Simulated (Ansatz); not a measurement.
## Quasiparticle gap of CS2NF5 (P-1)

How far does one-shot GW move the PBE gap of CS2NF5 (P-1)?

Calculated with Ansatz 0.2.0; PBE, then G0W0 on it, plane waves, PAW.

### Step 1. Set-up

The cell holds 18 atoms: 2 C, 4 S, 2 N and 10 F. Its edges and angles: a = 4.851 Å, b = 7.407 Å, c = 7.946 Å, α = 97.5°, β = 90.7°, γ = 91.9°.

The start is a cell from the Crystallography Open Database.

### Step 2. Relaxing the structure

The structure is relaxed first.

This step: DFT, PBE, plane waves, PAW; PAW set soft_1.

input.yaml reads:

```yaml
crystal:
  lattice:
    - [4.851, 0.0, 0.0]
    - [-0.2429962821, 7.4030130222, 0.0]
    - [-0.0929160701, -1.0366422871, 7.8775412009]
  atoms:
    - { symbol: C, position: [0.3764, 0.5076, 0.7806] }
    - { symbol: C, position: [0.6236, 0.4924, 0.2194] }
    - { symbol: S, position: [0.50892, 0.67052, 0.70603] }
    - { symbol: S, position: [0.49108, 0.32948, 0.29397] }
    - { symbol: S, position: [0.11907, 0.19101, 0.77463] }
    - { symbol: S, position: [0.88093, 0.80899, 0.22537] }
    - { symbol: "N", position: [0.2814, 0.3872, 0.8543] }
    - { symbol: "N", position: [0.7186, 0.6128, 0.1457] }
    - { symbol: F, position: [0.959, 0.28172, 0.63533] }
    - { symbol: F, position: [0.041, 0.71828, 0.36467] }
    - { symbol: F, position: [0.2719, 0.09121, 0.90767] }
    - { symbol: F, position: [0.7281, 0.90879, 0.09233] }
    - { symbol: F, position: [0.9656, 0.00581, 0.70568] }
    - { symbol: F, position: [0.0344, 0.99419, 0.29432] }
    - { symbol: F, position: [0.8777, 0.2322, 0.9009] }
    - { symbol: F, position: [0.1223, 0.7678, 0.0991] }
    - { symbol: F, position: [0.3531, 0.14084, 0.6434] }
    - { symbol: F, position: [0.6469, 0.85916, 0.3566] }
kpoints:
  mp_grid: { grid: [4, 4, 4] }
hamiltonian:
  xc: pbe
  pseudopotentials: { kind: paw, azcp: { folder: soft_1 } }
scf:
  occupations: { method: fermi_dirac, width: 0.02 }
relax:
  f_tol: 0.02
  max_steps: 60
```

Run with:

```
ansatz run input.yaml --threads 2 --pin off --max-ram 92160MiB --backend cuda --events-out ev --progress --plain --runs-dir out --devices 1 --max-vram 13GiB
```

Numbers of over 12 decimals in the logs are rounded to 6 here.

What it wrote:

```text
GPUs: using 1 of 1 available (devices: 1).
Engine: ansatz 0.2.0, x86_64-unknown-linux-gnu
Pseudopotentials: kind: paw
Pseudopotential: C, paw, valence charge 4, recommended cutoff 420 eV (normal), soft_1/C.paw.azcp
Pseudopotential: S, paw, valence charge 6, recommended cutoff 420 eV (normal), soft_1/S.paw.azcp
Pseudopotential: N, paw, valence charge 5, recommended cutoff 420 eV (normal), soft_1/N.paw.azcp
Pseudopotential: F, paw, valence charge 7, recommended cutoff 420 eV (normal), soft_1/F.paw.azcp
Functional definition: PBE
  parameter kappa = 0.804
  parameter beta = 0.066725
  exchange = pbe_x(kappa = kappa, mu = beta*pi^2/3)
  correlation = pbe_c(beta = beta)
device memory: the entry about to start is reckoned to put 3.6 GiB on a device that reports 43.9 GiB free (of which the cap on the GPU budget leaves the run 13.0 GiB)
GPU FFT provider: cuFFT
GPU libraries: cuBLAS 13.8.2, cuFFT 12.4.0, cuSOLVER 12.3.4
Crystal: 18 atoms, lattice volume = 282.898 Å³
Basis set: ecut = 420 eV, 5521 PW (Γ), exchange–correlation on 72×100×108 points (8 copies of the dense FFT grid, shifted against one another)
Bands: 74, of which v1, the nominal top of the filled ones, is band 56 counted from 1 (55 counted from 0)
Symmetry: 2 space group operations
Space group: P-1 (ITA 2), of the structure as read, at distance tolerance 6.6e-5 Å
k-points: 36 of 64
Non-local potential: C, projectors of the file, l = 0: 2, l = 1: 2, l = 2: 1
Non-local potential: S, projectors of the file, l = 0: 2, l = 1: 2, l = 2: 1
Non-local potential: N, projectors of the file, l = 0: 2, l = 1: 2, l = 2: 1
Non-local potential: F, projectors of the file, l = 0: 2, l = 1: 2, l = 2: 1
PAW form: soft (Blöchl's): semilocal exchange-correlation on the pseudo side does not see the compensation charge
PAW one-centre angular grid: C, 110 points (default); XC on 64 Gauss nodes
PAW one-centre angular grid: S, 110 points (default); XC on 64 Gauss nodes
PAW one-centre angular grid: N, 110 points (default); XC on 64 Gauss nodes
PAW one-centre angular grid: F, 110 points (default); XC on 64 Gauss nodes
Initial density: superposition of atomic densities (chi_scale 0.1, normalization cell, long waves 75 % of neutral atoms (reshape's long-wave potential 1.75 eV rms, cloud 1.62 Å wide))
Initial wavefunctions: pseudopotential atomic-orbital guess
GPU buffer pool allocated for 97200 grid points (all kernels)
GPU transforms: local potential and band sums: pruned to the plane-wave sphere, on 36×50×54
Functional: x = pbe(κ = 0.804, μ = 0.219515), c = pbe(β = 0.066725)
SCF iter   1: F=—  HF=-12965.612199 eV  |F-HF|=—  |Δ(HF+E_count)|=         —  Δρ=1.11e-1  dr2=4.88e1  ethr=3.10e-3  ⟨swp⟩=7.0  Hψ=13714  notcnv=0  defer=136
preconditioner: auto → Resta (q_TF=auto, 2.338 Å⁻¹)  ε∞=3.1  [insulator: Δε(μ)=2.027 eV  Ē_g=16.031 eV  σ=0.020 eV  W_gap=1.00  n_scr=62 (ndim 8)  ℏωp=23.4 eV  f_vac=0.198  D(μ)=0.00/eV (n_scr^D=0)  ε∞_Penn≈3.1]
SCF iter   2: F=—  HF=-12952.724753 eV  |F-HF|=—  |Δ(HF+E_count)|=    1.29e1  Δρ=4.90e-2  dr2=8.49e0  ethr=3.10e-3  ⟨swp⟩=5.4  Hψ=6674  notcnv=0  defer=504
SCF iter   3: F=—  HF=-12950.767151 eV  |F-HF|=—  |Δ(HF+E_count)|=    1.96e0  Δρ=2.36e-2  dr2=1.55e0  ethr=3.10e-3  ⟨swp⟩=4.2  Hψ=4666  notcnv=0  defer=438
SCF iter   4: F=—  HF=-12950.363976 eV  |F-HF|=—  |Δ(HF+E_count)|=   4.03e-1  Δρ=9.26e-3  dr2=1.78e-1  ethr=1.39e-3  ⟨swp⟩=3.6  Hψ=5065  notcnv=0  defer=432
SCF iter   5: F=—  HF=-12950.331117 eV  |F-HF|=—  |Δ(HF+E_count)|=   3.29e-2  Δρ=3.40e-3  dr2=4.66e-2  ethr=1.59e-4  ⟨swp⟩=2.4  Hψ=4984  notcnv=0  defer=432
SCF iter   6: F=—  HF=-12950.322205 eV  |F-HF|=—  |Δ(HF+E_count)|=   8.91e-3  Δρ=9.53e-4  dr2=3.55e-3  ethr=4.16e-5  ⟨swp⟩=3.0  Hψ=4319  notcnv=0  defer=432
SCF iter   7: F=—  HF=-12950.323270 eV  |F-HF|=—  |Δ(HF+E_count)|=   1.06e-3  Δρ=4.40e-4  dr2=4.01e-4  ethr=3.17e-6  ⟨swp⟩=2.0  Hψ=3865  notcnv=0  defer=432
SCF iter   8: F=—  HF=-12950.323317 eV  |F-HF|=—  |Δ(HF+E_count)|=   4.71e-5  Δρ=1.82e-4  dr2=6.53e-5  ethr=3.58e-7  ⟨swp⟩=2.0  Hψ=4172  notcnv=0  defer=432
SCF iter   9: F=-12950.323323 eV  HF=-12950.323323 eV  |F-HF|=2.30e-7  |Δ(HF+E_count)|=   6.19e-6  Δρ=5.17e-5  dr2=6.47e-6  ethr=8.93e-9  ⟨swp⟩=4.0  Hψ=12025  notcnv=0
SCF 1 converged in 9 iterations: F = -12950.323323 eV  dr2 = 6.47e-6
  greatest PAW one-centre occupation: 0.936 electrons in one spin orbital (limit 2), on the F atom at site 11 (counted from 0), in its partial waves of l = 0
relax step   1: F+E_penalty+E_count = -12950.32332340 eV  Δ(F+E_penalty+E_count) = +0.000e0 eV  max|allowed force component| = 1.262e0 eV/Å  Δτ_max = 0.0000 Å  (9 SCF iters, dr2 threshold 1.00e-5 eV, accepted)
[...]
relax step   2: F+E_penalty+E_count = -12950.52052816 eV  Δ(F+E_penalty+E_count) = -1.972e-1 eV  max|allowed force component| = 7.775e-1 eV/Å  Δτ_max = 0.0565 Å  (6 SCF iters, dr2 threshold 9.96e-5 eV, accepted)
[...]
relax step   3: F+E_penalty+E_count = -12950.58761889 eV  Δ(F+E_penalty+E_count) = -6.709e-2 eV  max|allowed force component| = 3.181e-1 eV/Å  Δτ_max = 0.1949 Å  (7 SCF iters, dr2 threshold 3.78e-5 eV, accepted)
[...]
relax step   4: F+E_penalty+E_count = -12950.62155563 eV  Δ(F+E_penalty+E_count) = -3.394e-2 eV  max|allowed force component| = 7.996e-1 eV/Å  Δτ_max = 0.1451 Å  (7 SCF iters, dr2 threshold 1.69e-5 eV, accepted)
[...]
relax step   5: F+E_penalty+E_count = -12950.65376049 eV  Δ(F+E_penalty+E_count) = -3.220e-2 eV  max|allowed force component| = 1.860e-1 eV/Å  Δτ_max = 0.1005 Å  (6 SCF iters, dr2 threshold 1.00e-4 eV, accepted)
[...]
relax step   6: F+E_penalty+E_count = -12950.65736259 eV  Δ(F+E_penalty+E_count) = -3.602e-3 eV  max|allowed force component| = 3.133e-2 eV/Å  Δτ_max = 0.0311 Å  (6 SCF iters, dr2 threshold 2.16e-6 eV, accepted)
[...]
relax step   7: F+E_penalty+E_count = -12950.65763648 eV  Δ(F+E_penalty+E_count) = -2.739e-4 eV  max|allowed force component| = 1.492e-2 eV/Å  Δτ_max = 0.0117 Å  (7 SCF iters, accepted)
SCF converged after 7 iterations
Free energy (F): -12950.657636 eV
Harris-Foulkes:  -12950.657636 eV  (|F-HF|=1.35e-8)
Internal energy: -12950.657636 eV  (E = F + TS)
E sigma→0 (E₀):  -12950.657636 eV
Fermi energy:    2.260453 eV
--- Per-component energies (eV) ---
  E_band       = -960.550587
  E_kinetic    = 2839.719074
  E_local      = -11005.593605  (includes V_loc(G=0)·N_el)
  E_nonlocal   = 1121.316312
  E_hartree    = 4239.343327
  E_xc         = -1328.398318
  E_vxc        = -1572.154020  (∫ρ·V_xc dr)
  E_paw        = -4938.554612  (= ΣΔE_a)
  E_vpaw       = -822.532246  (= ΣTr[D̂ρ^β])
  E_aug_tail   = 0.008981  (compensation charges beyond the density's cutoff)
  E_ewald      = -3878.498795
  E_smearing   = -0.000000  (= −TS)
  E_closure    = -0.000000  (closes the sum)
  Σ components = -12950.657636   (vs F -12950.657636, Δ=0.00e0)
--- Forces (eV/Å), atoms counted from 1 ---
  atom   1  C     -0.00233576    -0.00010653     0.00243394
  atom   2  C      0.00233576     0.00010653    -0.00243394
  atom   3  S     -0.00332916    -0.00998488     0.00596448
  atom   4  S      0.00332916     0.00998488    -0.00596448
  atom   5  S      0.00074756     0.00759887     0.01066961
  atom   6  S     -0.00074756    -0.00759887    -0.01066961
  atom   7  N      0.00039430     0.01492298    -0.01067920
  atom   8  N     -0.00039430    -0.01492298     0.01067920
  atom   9  F     -0.00162572     0.00022415    -0.00072217
  atom  10  F      0.00162572    -0.00022415     0.00072217
  atom  11  F      0.00122930    -0.00544558     0.00133506
  atom  12  F     -0.00122930     0.00544558    -0.00133506
  atom  13  F      0.00335356     0.00185600    -0.00032264
  atom  14  F     -0.00335356    -0.00185600     0.00032264
  atom  15  F      0.00121894     0.00022728     0.00080412
  atom  16  F     -0.00121894    -0.00022728    -0.00080412
  atom  17  F      0.00485706    -0.00778909    -0.00595782
  atom  18  F     -0.00485706     0.00778909     0.00595782
  max |Σ_I F_I| component: 0.00e0 eV/Å
--- Relaxed structure (7 steps of the walk, 7 accepted, 0 SCFs on fresh bases) ---
  F+E_penalty+E_count = -12950.65763648 eV   max|allowed force component| = 1.492e-2 eV/Å
  atoms:
    - { symbol: C, position: [0.370467, 0.511281, 0.778967] }
    - { symbol: C, position: [0.629533, 0.488719, 0.221033] }
    - { symbol: S, position: [0.506911, 0.674313, 0.703008] }
    - { symbol: S, position: [0.493089, 0.325687, 0.296992] }
    - { symbol: S, position: [0.112324, 0.191286, 0.772812] }
    - { symbol: S, position: [0.887676, 0.808714, 0.227188] }
    - { symbol: N, position: [0.269533, 0.391410, 0.854547] }
    - { symbol: N, position: [0.730467, 0.608590, 0.145453] }
    - { symbol: F, position: [0.949893, 0.282488, 0.627727] }
    - { symbol: F, position: [0.050107, 0.717512, 0.372273] }
    - { symbol: F, position: [0.266131, 0.090796, 0.911793] }
    - { symbol: F, position: [0.733869, 0.909204, 0.088207] }
    - { symbol: F, position: [0.960521, -0.000425375, 0.701230] }
    - { symbol: F, position: [0.039479, 1.000425, 0.298770] }
    - { symbol: F, position: [0.860245, 0.231962, 0.899060] }
    - { symbol: F, position: [0.139755, 0.768038, 0.100940] }
    - { symbol: F, position: [0.358221, 0.140104, 0.641007] }
    - { symbol: F, position: [0.641779, 0.859896, 0.358993] }
```

The job ended after 36 s (1 × NVIDIA H100 80GB HBM3 (shared by 6 runs) with 2 threads of AMD EPYC 7R13 (Zen 3), shared host; peak memory 0.99 GiB; 54 s of CPU time).

Step by step:

| step | energy less that of the first step (eV) | largest force component (eV/Å) |
| --- | --- | --- |
| 1 | 0.0000 | 1.2625 |
| 2 | -0.1972 | 0.7775 |
| 3 | -0.2643 | 0.3181 |
| 4 | -0.2982 | 0.7996 |
| 5 | -0.3304 | 0.1860 |
| 6 | -0.3340 | 0.0313 |
| 7 | -0.3343 | 0.0149 |

Forces are held to the 2 operations that the run works with; a distortion that breaks them can't arise in this run.

The atoms that moved most (Å):

| atom | dx | dy | dz | length |
| --- | --- | --- | --- | --- |
| F16 | 0.084 | 0.000 | 0.014 | 0.086 |
| F15 | -0.084 | 0.000 | -0.014 | 0.086 |
| F9 | -0.044 | 0.014 | -0.060 | 0.075 |
| F10 | 0.044 | -0.014 | 0.060 | 0.075 |
| N8 | 0.059 | -0.031 | -0.002 | 0.066 |
| N7 | -0.059 | 0.031 | 0.002 | 0.066 |
| F13 | -0.023 | -0.042 | -0.035 | 0.059 |
| F14 | 0.023 | 0.042 | 0.035 | 0.059 |

### Step 3. The PBE band structure

Levels along a band path and on the mesh show where this functional puts the band edges.

input.yaml reads:

```yaml
crystal:
  lattice:
    - [4.851, 0.0, 0.0]
    - [-0.2429962821, 7.4030130222, 0.0]
    - [-0.0929160701, -1.0366422871, 7.8775412009]
  atoms:
    - { symbol: C, position: [0.3704668563, 0.511281436, 0.7789674265] }
    - { symbol: C, position: [0.6295331437, 0.488718564, 0.2210325735] }
    - { symbol: S, position: [0.5069110792, 0.6743134807, 0.7030080864] }
    - { symbol: S, position: [0.4930889208, 0.3256865193, 0.2969919136] }
    - { symbol: S, position: [0.1123244275, 0.1912861656, 0.7728123248] }
    - { symbol: S, position: [0.8876755725, 0.8087138344, 0.2271876752] }
    - { symbol: "N", position: [0.2695326305, 0.3914099602, 0.8545470961] }
    - { symbol: "N", position: [0.7304673695, 0.6085900398, 0.1454529039] }
    - { symbol: F, position: [0.9498932602, 0.2824875867, 0.6277270521] }
    - { symbol: F, position: [0.0501067398, 0.7175124133, 0.3722729479] }
    - { symbol: F, position: [0.2661306003, 0.0907955868, 0.9117928285] }
    - { symbol: F, position: [0.7338693997, 0.9092044132, 0.0882071715] }
    - { symbol: F, position: [0.9605213198, -0.0004253749, 0.7012299471] }
    - { symbol: F, position: [0.0394786802, 1.0004253749, 0.2987700529] }
    - { symbol: F, position: [0.860244641, 0.2319621255, 0.89906027] }
    - { symbol: F, position: [0.139755359, 0.7680378745, 0.10093973] }
    - { symbol: F, position: [0.3582205304, 0.1401040865, 0.6410071536] }
    - { symbol: F, position: [0.6417794696, 0.8598959135, 0.3589928464] }
kpoints:
  mp_grid: { grid: [6, 4, 4] }
  band_path:
    path:
      - [[0.0, 0.0, 0.0], [-0.5, 0.0, 0.0]]
      - [[0.0, 0.0, -0.5], [0.0, 0.0, 0.0], [0.0, -0.5, 0.0]]
      - [[0.5, -0.5, 0.5], [0.0, 0.0, 0.0], [0.0, -0.5, 0.5]]
      - [[0.5, -0.5, 0.0], [0.0, 0.0, 0.0], [-0.5, 0.0, 0.5]]
    npoints: 10
hamiltonian:
  xc: pbe
  pseudopotentials: { kind: paw, azcp: { folder: soft_1 } }
scf:
  occupations: { method: fermi_dirac, width: 0.02 }
  n_extra_bands: 10
output:
  eigenvalues: true
  forces: true
  stress: true
  write_density: true
  write_potential: true
  elf: true
  volumetric_format: npy
```

What it wrote:

```text
[...]
GPUs: using 1 of 1 available (devices: 1).
[...]
GPU FFT provider: cuFFT
GPU libraries: cuBLAS 13.8.2, cuFFT 12.4.0, cuSOLVER 12.3.4
Crystal: 18 atoms, lattice volume = 282.898 Å³
Basis set: ecut = 420 eV, 5521 PW (Γ), exchange–correlation on 72×100×108 points (8 copies of the dense FFT grid, shifted against one another)
Bands: 66, of which v1, the nominal top of the filled ones, is band 56 counted from 1 (55 counted from 0)
Symmetry: 2 space group operations
[...]
k-points: 52 of 96
[...]
GPU buffer pool allocated for 97200 grid points (all kernels)
[...]
SCF iter   1: F=—  HF=-12965.676467 eV  |F-HF|=—  |Δ(HF+E_count)|=         —  Δρ=1.11e-1  dr2=4.86e1  ethr=3.10e-3  ⟨swp⟩=8.9  Hψ=17525  notcnv=0
[...]
SCF iter  13: F=-12950.657688 eV  HF=-12950.657688 eV  |F-HF|=1.20e-8  |Δ(HF+E_count)|=   6.46e-8  Δρ=1.72e-6  dr2=1.21e-8  ethr=8.93e-11  ⟨swp⟩=26.7  Hψ=45481  notcnv=0
SCF 1 converged in 13 iterations: F = -12950.657688 eV  dr2 = 1.21e-8
[...]
NSCF: frozen V_eff on 74 k-points
SCF converged after 13 iterations
Free energy (F): -12950.657688 eV
[...]
Internal energy: -12950.657688 eV  (E = F + TS)
E sigma→0 (E₀):  -12950.657688 eV
Fermi energy:    2.257641 eV
[...]
--- Forces (eV/Å), atoms counted from 1 ---
  atom   1  C     -0.00235132    -0.00010626     0.00244046
  atom   2  C      0.00235132     0.00010626    -0.00244046
  atom   3  S     -0.00336341    -0.01000581     0.00598285
  atom   4  S      0.00336341     0.01000581    -0.00598285
  atom   5  S      0.00075640     0.00755446     0.01066210
  atom   6  S     -0.00075640    -0.00755446    -0.01066210
  atom   7  N      0.00042118     0.01490296    -0.01071244
  atom   8  N     -0.00042118    -0.01490296     0.01071244
  atom   9  F     -0.00167446     0.00022907    -0.00075544
  atom  10  F      0.00167446    -0.00022907     0.00075544
  atom  11  F      0.00124712    -0.00547783     0.00135804
  atom  12  F     -0.00124712     0.00547783    -0.00135804
  atom  13  F      0.00334890     0.00189265    -0.00032609
  atom  14  F     -0.00334890    -0.00189265     0.00032609
  atom  15  F      0.00121159     0.00021439     0.00080368
  atom  16  F     -0.00121159    -0.00021439    -0.00080368
  atom  17  F      0.00487839    -0.00778162    -0.00597705
  atom  18  F     -0.00487839     0.00778162     0.00597705
  max |Σ_I F_I| component: 0.00e0 eV/Å
--- Stress (GPa, compression-positive) ---
        1.336079       0.052597       0.003298
        0.052598       1.152316       0.046759
        0.003297       0.046758       1.221828
  P = ⅓ Tr σ = 1.2367 GPa (12.367 kbar)
--- Band table (eV; the first three rows and the last of 52) ---
  k-point 0: bands = [... 52 lower, 0.0715, 0.1682, 0.7285, 0.7820, 3.7451, 4.0665, 5.4058, 5.4994, ... 6 higher]
  k-point 1: bands = [... 52 lower, -0.0200, 0.3035, 0.7001, 0.7715, 3.7706, 4.0471, 5.3175, 5.5830, ... 6 higher]
  k-point 2: bands = [... 52 lower, -0.0641, 0.4023, 0.6792, 0.7422, 3.7997, 4.0251, 5.2730, 5.6112, ... 6 higher]
  k-point 51: bands = [... 52 lower, -0.2168, 0.5185, 0.6683, 0.7000, 3.8940, 3.9314, 5.5774, 5.6325, ... 6 higher]
```

The job ended after 24 s (1 × NVIDIA H100 80GB HBM3 (shared by 6 runs) with 2 threads; peak memory 1.3 GiB).

This step gave:

* pressure: 1.237 GPa
* filled bands: 56
* gap: 2.871 eV
* valence top at: k = (0.000, -0.500, 0.250)
* conduction bottom at: k = (0.167, 0.250, 0.250)
* least direct gap: 2.921 eV

Over mesh and path the gap is 2.871 eV, from k = (0.000, -0.500, 0.250) to k = (0.167, 0.250, 0.250). The least direct gap found is 2.921 eV, at k = (0.167, 0.250, 0.250).

The electronic bands at the labelled points (eV, zero at the top of the highest nominally filled band):

| point | band 53 | band 54 | band 55 | band 56 | band 57 | band 58 | band 59 | band 60 |
| --- | --- | --- | --- | --- | --- | --- | --- | --- |
| Γ | -0.74 | -0.64 | -0.08 | -0.03 | 2.93 | 3.26 | 4.59 | 4.69 |
| halfway | -0.74 | -0.63 | -0.13 | -0.10 | 2.96 | 3.21 | 4.67 | 4.83 |
| X | -0.75 | -0.62 | -0.18 | -0.17 | 2.99 | 3.16 | 4.77 | 4.96 |
| jump to Y | -0.88 | -0.41 | -0.13 | -0.07 | 2.99 | 3.21 | 4.46 | 4.80 |
| halfway | -0.83 | -0.51 | -0.11 | -0.04 | 2.96 | 3.24 | 4.51 | 4.77 |
| Γ | -0.74 | -0.64 | -0.08 | -0.03 | 2.93 | 3.26 | 4.59 | 4.69 |
| halfway | -0.73 | -0.65 | -0.06 | -0.02 | 2.94 | 3.16 | 4.67 | 4.85 |
| Z | -0.72 | -0.67 | -0.03 | -0.01 | 3.00 | 3.04 | 4.79 | 4.83 |
| jump to R2 | -1.03 | -0.29 | -0.14 | -0.11 | 3.08 | 3.12 | 4.77 | 4.82 |
| halfway | -0.89 | -0.46 | -0.13 | -0.07 | 3.01 | 3.19 | 4.64 | 4.81 |
| Γ | -0.74 | -0.64 | -0.08 | -0.03 | 2.93 | 3.26 | 4.59 | 4.69 |
| halfway | -0.84 | -0.51 | -0.09 | -0.02 | 2.98 | 3.14 | 4.58 | 4.85 |
| T2 | -0.90 | -0.41 | -0.10 | -0.02 | 2.91 | 3.12 | 4.76 | 4.85 |
| jump to U2 | -0.74 | -0.64 | -0.13 | -0.11 | 3.02 | 3.21 | 4.76 | 4.87 |
| halfway | -0.74 | -0.65 | -0.11 | -0.08 | 3.04 | 3.17 | 4.69 | 4.75 |
| Γ | -0.74 | -0.64 | -0.08 | -0.03 | 2.93 | 3.26 | 4.59 | 4.69 |
| halfway | -0.88 | -0.47 | -0.15 | -0.09 | 3.03 | 3.16 | 4.59 | 4.86 |
| V2 | -1.02 | -0.28 | -0.19 | -0.18 | 3.05 | 3.08 | 4.72 | 4.97 |

ELF in the bc plane at fractional x = 0.112, with atoms of S and F within 0.2 Å of it. It is the smooth field of the valence electrons, not physical close to the nuclei.

Ten even steps from '0' (0.00) to '9' (0.83), each cell a mean:
```
577300015751002553001
687411148973000000002
456544468984100000001
125525878874100000000
234104765553210000012
666214521122111000157
754456420001111100268
521235652000011000257
200025763000000000023
000014652000000000000
000002210000001331000
100000000000036886100
652000000000379997104
985100011000599996138
996100121000599983169
997100231000367641279
995100221000011122259
752000110000002576214
110000000000027878610
000000000000059868820
001000000000059999720
144200001210037998400
```
Columns run along b (7.4 Å), rows up along c (7.9 Å). Atoms in or near the plane, at fractional coordinates: S at (0.19, 0.77), F at (0.77, 0.10).

Valence density in the bc plane at fractional x = 0.112, with atoms of S and F within 0.2 Å of it. It is the smooth field of the valence electrons, not physical close to the nuclei.

Values in units of 1e0 e/Å³, 12 rows by 16 columns, each cell a mean:
```
0.3 0.6 0.5 0.2 0.2 0.2 0.2 0.2 0.1 0.0 0.0 0.1 0.1 0.0 0.0 0.1
0.3 0.8 0.9 0.7 0.7 0.7 0.7 0.4 0.1 0.0 0.0 0.0 0.0 0.0 0.0 0.1
0.5 0.8 0.8 0.5 1.0 0.7 0.4 0.2 0.1 0.1 0.0 0.0 0.0 0.0 0.1 0.2
0.9 0.8 0.8 0.9 0.8 0.4 0.2 0.1 0.0 0.0 0.0 0.0 0.0 0.0 0.1 0.6
0.2 0.2 0.2 0.4 0.6 0.4 0.1 0.0 0.0 0.0 0.0 0.0 0.0 0.0 0.1 0.2
0.0 0.0 0.0 0.1 0.1 0.1 0.0 0.0 0.0 0.0 0.0 0.1 0.1 0.0 0.0 0.0
0.1 0.1 0.0 0.0 0.0 0.0 0.0 0.0 0.0 0.1 0.4 1.7 1.3 0.3 0.1 0.1
2.2 0.7 0.1 0.0 0.0 0.0 0.0 0.0 0.0 0.2 1.6 6.0 3.5 0.5 0.3 1.3
4.6 1.1 0.1 0.0 0.0 0.0 0.0 0.0 0.0 0.1 0.4 1.0 0.7 0.3 0.6 3.1
0.5 0.1 0.0 0.0 0.0 0.0 0.0 0.0 0.0 0.0 0.1 0.6 1.4 0.9 0.4 0.5
0.0 0.0 0.0 0.0 0.0 0.0 0.0 0.0 0.0 0.0 0.3 3.7 9.0 3.6 0.4 0.1
0.0 0.1 0.1 0.0 0.0 0.0 0.0 0.0 0.0 0.0 0.2 1.6 3.0 1.0 0.1 0.0
```
Columns run along b (7.4 Å), rows up along c (7.9 Å). Atoms in or near the plane, at fractional coordinates: S at (0.19, 0.77), F at (0.77, 0.10).

(Part 1 of 2 ends here.)

[Paths, hosts, dates, memory and timing lines, banners, echoed tables and standing remarks are left out of the program output.]

[Logs are printed without paths, hosts, clocks, repeated set-up lines and the standing remarks that a program may print on its own settings, such as how far it seeks lower states.]

[Runs of the session that timed out or met a known fault of the program may be left out.]

[Cells called generated may have been cut or substituted from an entry of the Crystallography Open Database or the Materials Project.]

[Hosts, paths, dates, database ids (printed as entryN), source tags and the programs' standing remarks are cut or masked in the printed files.]

[Where an RPA ε∞ is given, it is that of the G0W0 mesh and is not shown converged in it. Names of k-points follow the symmetry that the program found, which can be lower than the space group named. Band edges on a path are those of the sampled points; other points can move an edge, and change direct to indirect where valleys lie close.]

[Hybrid gaps are those of their k-mesh and are not shown converged in it.]
